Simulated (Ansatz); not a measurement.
# Which functional for work functions? 34 faces: fcc, bcc and hcp metals

Five functionals are run on the same slabs. Which comes nearest to measured work functions, is its error a steady shift or a scatter, and what does it cost?

Measured values are compiled ones, as quoted in “Properties of real metallic surfaces: Effects of density functional semilocality and van der Waals nonlocality” (2017, arxiv:1702.08515) and “Anisotropic work function of elemental crystals” (2019, arxiv:1902.07811).

How it was computed: Ansatz 0.2.0, plane waves with PAW datasets (its set soft_2) at their recommended cutoffs; symmetric slabs of 7 layers (11 for bcc (111)) cut at the tabulated experimental lattice constant, atoms at bulk places, 18 Å of vacuum, k-spacing 0.16 Å⁻¹ (2π included), Fermi-Dirac smearing of 0.1 eV, SCF threshold 1e-9 eV; spin-polarised where the metal is Fe, Co or Ni. The work function is the vacuum level less the Fermi level; differences are formed before rounding. CPU times are from shared hosts of several kinds. For Fe(111) in r2SCAN, Ni(110) in r2SCAN and Ni(111) in r2SCAN the value lies over 0.17 eV from that functional's usual offset from PBE, so the magnetic state may differ; it is kept.

Results:

```tsv
face	measured (eV)	LDA error (eV)	PBEsol error (eV)	r2SCAN error (eV)	PBE error (eV)	RPBE error (eV)
Al(100)	4.32	+0.07	−0.03	+0.01	−0.08	−0.14
Al(110)	4.23	−0.04	−0.15	−0.14	−0.19	−0.26
Al(111)	4.32	−0.11	−0.22	−0.23	−0.28	−0.36
Fe(100)	4.75	−0.50	−0.81	−0.98	−0.89	−1.07
Fe(110)	5.12	−0.04	−0.27	−0.27	−0.38	−0.55
Fe(111)	4.81	−0.59	−0.85	−1.14	−0.94	−1.10
Ni(100)	5.17	+0.10	−0.15	−0.23	−0.26	−0.43
Ni(110)	4.55	+0.36	+0.09	−0.20	−0.02	−0.20
Ni(111)	5.36	+0.09	−0.16	−0.52	−0.29	−0.47
Cu(100)	4.73	+0.17	−0.07	−0.19	−0.19	−0.36
Cu(110)	4.56	+0.12	−0.14	−0.26	−0.24	−0.42
Cu(111)	4.9	+0.27	+0.04	−0.05	−0.08	−0.25
Nb(100)	3.97	+0.01	−0.16	−0.26	−0.25	−0.40
Nb(110)	4.63	+0.16	+0.01	−0.01	−0.09	−0.22
Nb(111)	4.08	−0.39	−0.59	−0.72	−0.67	−0.82
Mo(110)	4.95	+0.01	−0.18	−0.25	−0.29	−0.44
Mo(111)	4.52	−0.51	−0.73	−0.83	−0.81	−0.97
Rh(100)	5.3	+0.14	−0.12	−0.24	−0.25	−0.43
Rh(110)	4.86	+0.20	−0.07	−0.20	−0.18	−0.36
Rh(111)	5.46	+0.10	−0.16	−0.30	−0.29	−0.47
Pd(100)	5.48	+0.02	−0.27	−0.40	−0.39	−0.59
Pd(110)	5.07	+0.17	−0.13	−0.24	−0.23	−0.42
Pd(111)	5.67	−0.03	−0.31	−0.45	−0.45	−0.64
Ag(100)	4.36	+0.36	+0.06	−0.11	−0.06	−0.27
Ag(110)	4.1	+0.44	+0.14	−0.05	+0.02	−0.18
Ag(111)	4.53	+0.34	+0.05	−0.12	−0.08	−0.28
Ta(100)	4.1	+0.13	−0.02	−0.07	−0.10	−0.23
Ta(110)	4.74	+0.27	+0.14	+0.15	+0.05	−0.07
Ta(111)	3.5	+0.27	+0.07	−0.04	0.00	−0.15
W(110)	5.25	−0.08	−0.25	−0.27	−0.35	−0.48
W(111)	4.47	−0.23	−0.43	−0.51	−0.51	−0.66
Re(0001)	5.15	+0.18	0.00	−0.05	−0.12	−0.26
Ir(111)	5.78	+0.09	−0.14	−0.23	−0.28	−0.43
Pt(111)	5.91	+0.14	−0.11	−0.18	−0.25	−0.41
mean error		+0.05	−0.17	−0.28	−0.28	−0.44
mean absolute error		0.20	0.21	0.29	0.28	0.44
spread about the mean		0.25	0.25	0.28	0.24	0.25
mean absolute error, PBE's relaxation shift added		0.18	0.21	0.28	0.27	0.42
CPU time over PBE's (median, rounded)		1	1	3	1	1
```

**Reading.** LDA has the smallest mean absolute error, 0.20 eV, but PBEsol, r2SCAN and PBE are within 0.1 eV of it, which measured values of this quality can't tell apart. LDA's error is mostly scatter (mean +0.05, spread 0.25 eV), and its worst face is Fe(111). Relaxation moves PBE's values by −0.18 to +0.37 eV; with that shift added to every functional (zero where a face has no relaxed run), the two smallest errors are 0.18 eV (LDA) and 0.21 eV (PBEsol). The mean errors run from −0.44 to +0.05 eV, while the spread about the mean stays between 0.24 and 0.28 eV: the functionals differ from each other mostly by a common shift. PBE is low on average by 0.28 eV. r2SCAN, at its higher cutoff, takes about 2.6 times PBE's time (median) for a mean absolute error of 0.29 eV against PBE's 0.28 eV.

**Limits.** Compiled measured values differ between sources by a tenth of an eV or more, which bounds what the ranking can tell. The slabs are unrelaxed and share the tabulated experimental lattice constant; faces that reconstruct, and Cr, whose antiferromagnetism these cells miss, and faces where a run is missing or in doubt, are left out. Spin-orbit coupling is left out. The table is a selection: not every member that was run is listed.

[Logs are printed without paths, hosts, clocks, repeated set-up lines and the standing remarks that a program may print on its own settings, such as how far it seeks lower states.]
